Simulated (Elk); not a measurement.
**Dielectric function and optical constants of PbF2 (Fluorocronite)**

Wanted: where PbF2 (Fluorocronite) starts to absorb, how strongly, and its refractive index. The cell comes from an older database entry, whose edges can differ from later determinations, mostly by under a per cent.

Method: DFT, PBE, all-electron APW+lo, Dirac cores, scalar-relativistic bands, independent-particle optical response without local fields, in Elk 11.2.3 (patched build).

The database entry behind the starting cell differs from later determinations by our own check (0.1 to 0.3 % short, probably kX units), so it need not match the best structure at ambient conditions.

**1. Set-up**

Symmetry: Fm-3m, No. 225, cubic system. Conventional cell: a = 5.927 Å, b = 5.927 Å, c = 5.927 Å, α = 90.00°, β = 90.00°, γ = 90.00°. Nearest to Pb lie 8 F at 2.57 Å. F has 4 Pb at 2.57 Å nearest. Farther neighbours and most contacts between anions are not listed.

**2. Ground state**

First the ground state: is it a metal or has it a gap?

This step: DFT, PBE, all-electron APW+lo, Dirac cores, scalar-relativistic bands, ground state (Elk 11.2.3 (patched build)).

elk.in

```
tasks
  0
  120

xctype
  20

nempty
  14

lorbcnd
  .true.

rgkmax
  7.0

swidth
  0.0018375

maxscl
  100

epsengy
  1e-05

sppath
  './'

avec
  0.000000000000 5.600505726508 5.600505726508
  5.600505726508 0.000000000000 5.600505726508
  5.600505726508 5.600505726508 0.000000000000

atoms
  2
  'Pb.in'
  1
  0.000000000000 0.000000000000 0.000000000000   0.000 0.000 0.000
  'F.in'
  2
  0.750000000000 0.750000000000 0.750000000000   0.000 0.000 0.000
  0.250000000000 0.250000000000 0.250000000000   0.000 0.000 0.000

ngridk
  9 9 9
```

On the command line:

```console
$ OMP_NUM_THREADS=4 elk
```

Numbers of over 12 decimals in the logs are rounded to 6 here.

The program printed:

```text
┌─────────────────────────┐
│ Elk code version 11.2.3 │
└─────────────────────────┘

All units are atomic (Hartree, Bohr, etc.)

┌─────────────────────────────────────────────────┐
│ Ground-state run starting from atomic densities │
└─────────────────────────────────────────────────┘

Lattice vectors :
   0.000000000       5.600505727       5.600505727
   5.600505727       0.000000000       5.600505727
   5.600505727       5.600505727       0.000000000

Reciprocal lattice vectors :
 -0.5609480299      0.5609480299      0.5609480299
  0.5609480299     -0.5609480299      0.5609480299
  0.5609480299      0.5609480299     -0.5609480299

Unit cell volume      :    351.3271661
Brillouin zone volume :   0.7060376691

Muffin-tin inner radius fraction :   0.1000000000E-01

Nuclei treated as point charges

Species : 1 (Pb)
 parameters loaded from : Pb.in
 name : lead
 nuclear charge    :   -82.00000000
 electronic charge :    82.00000000
 atomic mass :    377702.4943
 muffin-tin radius :    2.800000000
 number of radial points in muffin-tin :   1393
 inner part over the whole radius :   0.9993555083E-02
 number on inner part of muffin-tin    :   1001
 approximate nuclear radius :   0.1047603524E-03
 number of mesh points to nuclear radius :    525
 atomic positions (lattice), magnetic fields (Cartesian) :
  1 :   0.00000000  0.00000000  0.00000000    0.00000000  0.00000000  0.00000000

Species : 2 (F)
 parameters loaded from : F.in
 name : fluorine
 nuclear charge    :   -9.000000000
 electronic charge :    9.000000000
 atomic mass :    34631.97045
 muffin-tin radius :    2.000000000
 number of radial points in muffin-tin :    593
 inner part over the whole radius :   0.9949055222E-02
 number on inner part of muffin-tin    :    410
 approximate nuclear radius :   0.5278478738E-04
 number of mesh points to nuclear radius :    175
 atomic positions (lattice), magnetic fields (Cartesian) :
  1 :  -0.25000000 -0.25000000 -0.25000000    0.00000000  0.00000000  0.00000000
  2 :   0.25000000  0.25000000  0.25000000    0.00000000  0.00000000  0.00000000

Total number of atoms per unit cell :    3
Total muffin-tin volume :    158.9729659
 ratio of muffin-tin to unit cell volume :   0.4524926655

Spin treatment :
 spin-unpolarised

Number of Bravais lattice symmetries :   48
Number of crystal symmetries         :   48
Crystal has inversion symmetry
Real symmetric eigensolver will be used

k-point grid :      9     9     9
k-point offset :    0.000000000       0.000000000       0.000000000
k-point set is reduced with full crystal symmetry group
Total number of k-points :       35

Muffin-tin radius times maximum |G+k| :    7.000000000
 using average radius
Maximum |G+k| for APW functions       :    3.088235294
Maximum (1/2)|G+k|²                   :    4.768598616
Maximum |G| for potential and density :    12.00000000
Constant for pseudocharge density :    8
 order of it for each species :   15  15
 order of it for pair densities of each species (exact exchange by exxq0 0: 15) :   15   6
Radial integration step length :    1

G-vector grid sizes :     32    32    32
Number of G-vectors :    10177

Maximum angular momentum used for
 APW functions            :    8
 outer part of muffin-tin :    6
 inner part of muffin-tin :    2

Total nuclear charge    :   -100.0000000
Total core charge       :    72.00000000
Total valence charge    :    28.00000000
Total excess charge     :    0.000000000
Total electronic charge :    100.0000000

Effective Wigner radius, rₛ :   0.9430637273

Number of empty states         :     42
Total number of valence states :     57
Total number of core states    :     72

Conduction state local-orbitals added automatically
Third-order local-orbitals added for an l without core states : F
Total number of local-orbitals :    178

Exchange-correlation functional :     20     0     0
 Perdew-Burke-Ernzerhof, Phys. Rev. Lett. 77, 3865 (1996)
 gradient requirement :    1
 generalised gradient approximation (GGA)

Smearing type :    3
 Fermi-Dirac
Smearing width :   0.1837500000E-02
Effective electronic temperature (K) :    580.2366081

Mixing type :    3
 Broyden mixing, J. Phys. A: Math. Gen. 17, L317 (1984)

Kohn-Sham potential initialised from atomic data

┌──────────────────────────────┐
│ Self-consistent loop started │
└──────────────────────────────┘

┌─────────────────┐
│ Loop number : 1 │
└─────────────────┘

Energies :
 Fermi                       :    -0.85803094443732E-01
 sum of occupied eigenvalues :     -13063.044480991
 electron kinetic            :      24572.980521249
 core electron kinetic       :      24390.575718789
 Coulomb                     :     -45290.111698314
 Coulomb potential           :     -37090.462768674
 nuclear-nuclear             :     -1522.8630074454
 electron-nuclear            :     -50469.483723760
 Hartree                     :      6702.2350328917
 Madelung                    :     -26744.880313977
 xc potential                :     -545.56223356536
 exchange                    :     -405.95518436173
 correlation                 :     -5.660783
 electron entropic           :    -0.42753976121967E-11
 total energy                :     -21128.747143977

Density of states at Fermi energy :   0.5444540055E-07
 (states/Hartree/unit cell)

Estimated indirect band gap :   0.1941334285
 from k-point 34 to k-point 24
Estimated direct band gap   :   0.1977803796
 at k-point 24

Charges :
 core                        :    72.00000000
 valence                     :    28.00000000
 interstitial                :    1.721041591
 muffin-tins (core leakage)
  species : 1 (Pb)
   atom 1                    :    79.78694242     (  0.1219131653E-02)
  species : 2 (F)
   atom 1                    :    9.246007995     ( -0.2954244547E-06)
   atom 2                    :    9.246007995     ( -0.2954244547E-06)
 total in muffin-tins        :    98.27895841
 total calculated charge     :    99.99834291
 total charge                :    100.0000000
 error                       :   0.1657088694E-02

┌─────────────────┐
│ Loop number : 2 │
└─────────────────┘

Energies :
 Fermi                       :    -0.84047203155722E-01
 sum of occupied eigenvalues :     -13062.977629888
 electron kinetic            :      24572.567262689
 core electron kinetic       :      24390.307230500
 Coulomb                     :     -45290.071092141
 Coulomb potential           :     -37090.339411686
 nuclear-nuclear             :     -1522.8630074454
 electron-nuclear            :     -50469.521054377
 Hartree                     :      6702.3129696815
 Madelung                    :     -26744.901386298
 xc potential                :     -545.20548089166
 exchange                    :     -405.94384775241
 correlation                 :     -5.660783
 electron entropic           :    -0.42771884716528E-11
 total energy                :     -21129.108459949

Density of states at Fermi energy :   0.5444959672E-07
 (states/Hartree/unit cell)

Estimated indirect band gap :   0.1935223424
 from k-point 34 to k-point 24
Estimated direct band gap   :   0.1972140405
 at k-point 24

Charges :
 core                        :    72.00000000
 valence                     :    28.00000000
 interstitial                :    1.727303326
 muffin-tins (core leakage)
  species : 1 (Pb)
   atom 1                    :    79.79211541     (  0.1217710242E-02)
  species : 2 (F)
   atom 1                    :    9.240290632     ( -0.2954245288E-06)
   atom 2                    :    9.240290632     ( -0.2954245288E-06)
 total in muffin-tins        :    98.27269667
 total calculated charge     :    99.99834529
 total charge                :    100.0000000
 error                       :   0.1654705671E-02

RMS change in Kohn-Sham potential (target) :   0.9455863253     (  0.1000000000E-05)
Absolute change in total energy (target)   :   0.3613159726     (  0.1000000000E-04)

[... 14 loops left out ...]

┌──────────────────┐
│ Loop number : 17 │
└──────────────────┘

Energies :
 Fermi                       :     0.73611237639271E-01
 sum of occupied eigenvalues :     -13052.274180809
 electron kinetic            :      24569.978901937
 core electron kinetic       :      24389.317964498
 Coulomb                     :     -45287.366953986
 Coulomb potential           :     -37084.558398380
 nuclear-nuclear             :     -1522.8630074454
 electron-nuclear            :     -50469.569712777
 Hartree                     :      6705.0657662367
 Madelung                    :     -26745.087754796
 xc potential                :     -537.69468436550
 exchange                    :     -405.49065628704
 correlation                 :     -5.661229
 electron entropic           :    -0.43842015342830E-11
 total energy                :     -21128.539937591

Density of states at Fermi energy :   0.5444150627E-07
 (states/Hartree/unit cell)

Estimated indirect band gap :   0.1639756265
 from k-point 35 to k-point 24
Estimated direct band gap   :   0.1705789085
 at k-point 24

Charges :
 core                        :    72.00000000
 valence                     :    28.00000000
 interstitial                :    1.963348477
 muffin-tins (core leakage)
  species : 1 (Pb)
   atom 1                    :    80.05144753     (  0.1159052893E-02)
  species : 2 (F)
   atom 1                    :    8.992601998     ( -0.2954230442E-06)
   atom 2                    :    8.992601998     ( -0.2954230442E-06)
 total in muffin-tins        :    98.03665152
 total calculated charge     :    99.99844768
 total charge                :    100.0000000
 error                       :   0.1552324022E-02

RMS change in Kohn-Sham potential (target) :   0.1305529256E-07 (  0.1000000000E-05)
Absolute change in total energy (target)   :   0.9602383216E-05 (  0.1000000000E-04)

Convergence targets achieved

┌──────────────────┐
│ Loop number : 18 │
└──────────────────┘

Energies :
 Fermi                       :     0.73611242747715E-01
 sum of occupied eigenvalues :     -13052.274180531
 electron kinetic            :      24569.978902091
 core electron kinetic       :      24389.317964289
 Coulomb                     :     -45287.366953920
 Coulomb potential           :     -37084.558398212
 nuclear-nuclear             :     -1522.8630074454
 electron-nuclear            :     -50469.569712718
 Hartree                     :      6705.0657662434
 Madelung                    :     -26745.087754814
 xc potential                :     -537.69468441028
 exchange                    :     -405.49065629075
 correlation                 :     -5.661229
 electron entropic           :    -0.43842015342830E-11
 total energy                :     -21128.539937373

Density of states at Fermi energy :   0.5444151163E-07
 (states/Hartree/unit cell)

Estimated indirect band gap :   0.1639756275
 from k-point 35 to k-point 24
Estimated direct band gap   :   0.1705789098
 at k-point 24

Charges :
 core                        :    72.00000000
 valence                     :    28.00000000
 interstitial                :    1.963348459
 muffin-tins (core leakage)
  species : 1 (Pb)
   atom 1                    :    80.05144754     (  0.1159052886E-02)
  species : 2 (F)
   atom 1                    :    8.992602002     ( -0.2954233254E-06)
   atom 2                    :    8.992602002     ( -0.2954233254E-06)
 total in muffin-tins        :    98.03665154
 total calculated charge     :    99.99844768
 total charge                :    100.0000000
 error                       :   0.1552324042E-02

┌──────────────────────────────┐
│ Self-consistent loop stopped │
└──────────────────────────────┘

Warning : core states of species 1 leak from the muffin-tin :   0.1159052886E-02

Wrote STATE.OUT
```

Elapsed: 15 s, on 4 threads of Arm Neoverse V1, shared host; peak memory 0.12 GiB.

Read-outs, printed or worked out from the files:

```
total energy           : -21129 Ha
Fermi energy           : 2.003 eV
DOS at the Fermi level : 2.00e-9 states/eV/cell
gap on the k-mesh      : 4.462 eV
direct gap on the mesh : 4.642 eV
```

There is a gap, 4.46 eV on this mesh (points off the mesh can give less), so no carriers' term is needed.

(Continued in part 2 of 2.)

[Machine, clock and banner lines and Python warnings are left out of the logs.]

[Logs are printed without paths, hosts, clocks, repeated set-up lines and the standing remarks that a program may print on its own settings, such as how far it seeks lower states.]

[Hosts, paths, dates, database ids (printed as entryN), source tags and the programs' standing remarks are cut or masked in the printed files.]
